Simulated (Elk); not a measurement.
# Ni2H: is a spiral lower than the collinear state?, part 2 of 2

Wanted: E(q) for Ni2H and its minimum.

Elk 11.2.3 (patched build); LDA (Perdew-Wang); all-electron APW+lo, Dirac cores, scalar-relativistic bands.

So far. Step 2 (Reference state): After 20 cycles the largest moment stands at 0.201 μB.

## 3. One pass at q = (0.1667, 0, 0)

One diagonalisation in the potential of q = 0; by the force theorem the spiral's energy is the band energy with the smearing's entropy term, less that of a like pass at q = 0. The total energy that such a pass prints is not self-consistent and is not used.

Contents of elk.in:

```
tasks
  1

xctype
  3

rgkmax
  7.0

nempty
  12

swidth
  0.003

reducebf
  0.5

epsengy
  1e-06

maxscl
  1

lmaxi
  3

spinsprl
  .true.

spinpol
  .true.

vqlss
  0.166667 0.000000 0.000000

sppath
  './'

avec
  4.99454614739 0.00000000000 0.00000000000
  -2.49727307369 4.32540384401 0.00000000000
  0.00000000000 0.00000000000 8.14094014489

atoms
  2
  'Ni.in'
  2
  0.3333333333 0.6666666667 0.2330000000   -0.000050 0.000000 0.000000
  0.6666666667 0.3333333333 0.7670000000   -0.000050 0.000000 0.000000
  'H.in'
  1
  0.0000000000 0.0000000000 0.0000000000   0.000000 0.000000 0.000000

ngridk
  12 12 8
```

On the command line:

```sh
> OMP_NUM_THREADS=4 elk
```

Numbers of over 12 decimals in the logs are rounded to 6 here.

Log:

```text
Warning(gndstate): core states of species 1 leak from the muffin-tin :   0.1101317730E-02

--- INFO.OUT ---
┌─────────────────────────┐
│ Elk code version 11.2.3 │
└─────────────────────────┘

All units are atomic (Hartree, Bohr, etc.)

┌──────────────────────────────────────────┐
│ Ground-state run resuming from STATE.OUT │
└──────────────────────────────────────────┘

Lattice vectors :
   4.994546147       0.000000000       0.000000000
  -2.497273074       4.325403844       0.000000000
   0.000000000       0.000000000       8.140940145

Species : 1 (Ni)
 muffin-tin radius :    2.148344142
 atomic positions (lattice), magnetic fields (Cartesian) :
  1 :   0.33333333  0.66666667  0.23300000    0.00000000  0.00000000  0.00000000
  2 :   0.66666667  0.33333333  0.76700000    0.00000000  0.00000000  0.00000000

Species : 2 (H)
 muffin-tin radius :    1.253200749
 atomic positions (lattice), magnetic fields (Cartesian) :
  1 :   0.00000000  0.00000000  0.00000000    0.00000000  0.00000000  0.00000000

Total number of atoms per unit cell :    3
Total muffin-tin volume :    91.31155118
 ratio of muffin-tin to unit cell volume :   0.5191925677

Spin treatment :
 spin-polarised
 global magnetic field (Cartesian) :    0.000000000       0.000000000       0.000000000
 non-collinear magnetisation
 spin-spiral state assumed
  q-vector (lattice)   :   0.1666670000       0.000000000       0.000000000
  q-vector (Cartesian) :   0.2096686295      0.1210522397       0.000000000
  q-vector length      :   0.2421044793

Number of Bravais lattice symmetries :    4
Number of crystal symmetries         :    2
Crystal has no inversion symmetry
Complex Hermitian eigensolver will be used

k-point grid :     12    12     8
k-point offset :    0.000000000       0.000000000       0.000000000
k-point set is reduced with full crystal symmetry group
Total number of k-points :      624

Muffin-tin radius times maximum |G+k| :    7.000000000
 using average radius
Maximum |G+k| for APW functions       :    3.783859438
Maximum (1/2)|G+k|²                   :    7.158796125
Maximum |G| for potential and density :    12.00000000
Constant for pseudocharge density :    6
 order of it for each species :   13  11
 order of it for pair densities of each species (exact exchange by exxq0 0: 13) :   13   4
Radial integration step length :    1

G-vector grid sizes :     20    20    32
Number of G-vectors :     5191

Maximum angular momentum used for
 APW functions            :    8
 outer part of muffin-tin :    6

Number of empty states         :     36
Total number of valence states :    106
Total number of core states    :     24

Third-order local-orbitals added for an l without core states : T
Total number of local-orbitals :     52

Exchange-correlation functional :      3     0     0
 Perdew-Wang/Ceperley-Alder, Phys. Rev. B 45, 13244 (1992)
 gradient requirement :    0
 local density approximation (LDA)

Smearing type :    3
 Fermi-Dirac
Smearing width :   0.3000000000E-02
Effective electronic temperature (K) :    947.3250744

Mixing type :    3
 Broyden mixing, J. Phys. A: Math. Gen. 17, L317 (1984)

Potential read in from STATE.OUT

┌──────────────────────────────┐
│ Self-consistent loop started │
└──────────────────────────────┘

┌─────────────────┐
│ Loop number : 1 │
└─────────────────┘

Reached self-consistent loops maximum

Energies :
 Fermi                       :     0.248075
 sum of occupied eigenvalues :     -1744.6154401376
 electron kinetic            :      3084.0465071549
 core electron kinetic       :      2765.6709504357
 Coulomb                     :     -5998.8340301674
 Coulomb potential           :     -4666.3834687842
 nuclear-nuclear             :     -510.96166719128
 electron-nuclear            :     -6326.4878854958
 Hartree                     :      838.61552251969
 Madelung                    :     -3665.6422957753
 xc potential                :     -162.27693112062
 xc effective B-field        :    -0.14379182195373E-02
 external B-field            :      0.000000
 exchange                    :     -117.61170310152
 correlation                 :     -4.959296
 electron entropic           :    -0.34286421209222E-02
 total energy                :     -3037.3619503294
 (external B-field energy excluded from total)

Density of states at Fermi energy :    112.7672588
 (states/Hartree/unit cell)

Estimated indirect band gap :   0.1970887162E-04
 from k-point 99 to k-point 118
Estimated direct band gap   :   0.1476126403E-02
 at k-point 85

Charges :
 core                        :    24.00000000
 valence                     :    33.00000000
 interstitial                :    2.900159184
 muffin-tins (core leakage)
  species : 1 (Ni)
   atom 1                    :    26.70777568     (  0.1101317730E-02)
   atom 2                    :    26.70775847     (  0.1101317730E-02)
  species : 2 (H)
   atom 1                    :   0.6843066583     (   0.000000000    )
 total in muffin-tins        :    54.09984082
 total calculated charge     :    56.99744940
 total charge                :    57.00000000
 error                       :   0.2550603578E-02

Moments :
 interstitial                :  -0.1639243589E-01 -0.1283634994E-05 -0.9599833262E-08
 muffin-tins
  species : 1 (Ni)
   atom 1                    :   0.1849503661      0.1486846782E-03  0.5331130683E-05
   atom 2                    :   0.1849491243     -0.1065143159E-03  0.5694000764E-05
  species : 2 (H)
   atom 1                    :  -0.2163866591E-02 -0.1262310350E-05  0.1022552654E-06
 total in muffin-tins        :   0.3677356239      0.4090805187E-04  0.1112738671E-04
 total moment                :   0.3513431880      0.3962441688E-04  0.1111778688E-04

┌──────────────────────────────┐
│ Self-consistent loop stopped │
└──────────────────────────────┘

Warning : core states of species 1 leak from the muffin-tin :   0.1101317730E-02
```

Wall time 56 s (4 threads of Arm Neoverse V1, shared host); peak memory 0.55 GiB.

Read from the output:

| Property | Result |
| --- | --- |
| magnetization | 0.3513, 0, 0 μB |
| final state | spiral |
| largest moment | 0.1850 μB |

Moments of a spiral are printed for the first cell, in the frame that turns with it; over the crystal the turning parts cancel.

By that sum this spiral lies +1.2 meV a seeded atom from q = 0.

## 4. One pass at q = (0.3333, 0, 0)

Changes to elk.in since step 3:

```diff
@@ -34,3 +34,3 @@
 vqlss
-  0.166667 0.000000 0.000000
+  0.333333 0.000000 0.000000
```

On the command line:

```sh
> OMP_NUM_THREADS=4 elk
```

Log:

```text
Warning(gndstate): core states of species 1 leak from the muffin-tin :   0.1101317730E-02

--- INFO.OUT ---
┌─────────────────────────┐
│ Elk code version 11.2.3 │
└─────────────────────────┘

All units are atomic (Hartree, Bohr, etc.)

┌──────────────────────────────────────────┐
│ Ground-state run resuming from STATE.OUT │
└──────────────────────────────────────────┘

Lattice vectors :
   4.994546147       0.000000000       0.000000000
  -2.497273074       4.325403844       0.000000000
   0.000000000       0.000000000       8.140940145
[...]
muffin-tins
  species : 1 (Ni)
   atom 1                    :   0.1595582135     -0.3770126428E-02  0.9340468763E-05
   atom 2                    :   0.1595506232      0.3802338674E-02  0.1025822725E-04
  species : 2 (H)
   atom 1                    :  -0.1432431542E-02 -0.1706038608E-05  0.1570071406E-06
 total in muffin-tins        :   0.3176764052      0.3050620681E-04  0.1975570316E-04
 total moment                :   0.3050699917      0.2996808763E-04  0.1975017164E-04

┌──────────────────────────────┐
│ Self-consistent loop stopped │
└──────────────────────────────┘

Warning : core states of species 1 leak from the muffin-tin :   0.1101317730E-02

[key lines of the parts left out:]
total energy                :     -3037.3619210676
```

It took 56 s on 4 threads; peak memory 0.53 GiB; 3.7 min of CPU time.

Numbers from this step:

| Property | Result |
| --- | --- |
| magnetization | 0.3051, 0, 0 μB |
| final state | spiral |
| largest moment | 0.1596 μB |

By that sum this spiral lies +2.9 meV a seeded atom from q = 0.

## 5. The whole path

Wavevectors, in fractions of the reciprocal vectors: (0, 0, 0); (0.167, 0, 0); (0.333, 0, 0); (0.5, 0, 0); (0.333, 0.333, 0); (0.167, 0.167, 0); (0, 0, 0); (0, 0, 0.25); (0, 0, 0.5). The path runs through Γ, M, K, Γ, A.

Table of energy less that at q = 0, frozen potential by path:

```tsv
path (Å⁻¹)	energy less that at q = 0, frozen potential (meV a seeded atom)
0.00	0
0.46	1.19
0.92	2.88
1.37	4.17
2.16	5.06
2.96	2.58
3.75	0
4.11	0.793
4.48	2.19
```

## 6. Outcome

| Item | Value |
| --- | --- |
| lowest point | (0, 0, 0), 0 meV a seeded atom (frozen potential) |
| highest point | (0.333, 0.333, 0), 5.06 meV a seeded atom |

No spiral on the path lies under the state at q = 0; the dearest costs 5.06 meV a seeded atom. The force theorem is exact for small turns only; a flat spiral at large q turns neighbours far. The mesh is the same for all points and was not tested: differences of a few meV, and of some ten in a metal, can be noise.

[Logs and program files are shortened in this print: banners, set-up blocks, solver, clock and traceback lines can be left out without a mark of their own.]

[Logs are printed without paths, hosts, clocks, repeated set-up lines and the standing remarks that a program may print on its own settings, such as how far it seeks lower states.]

[Hosts, paths, dates, database ids (printed as entryN), source tags and the programs' standing remarks are cut or masked in the printed files.]

[Where a cell is said to come from a database of computed structures, the database is the Materials Project.]
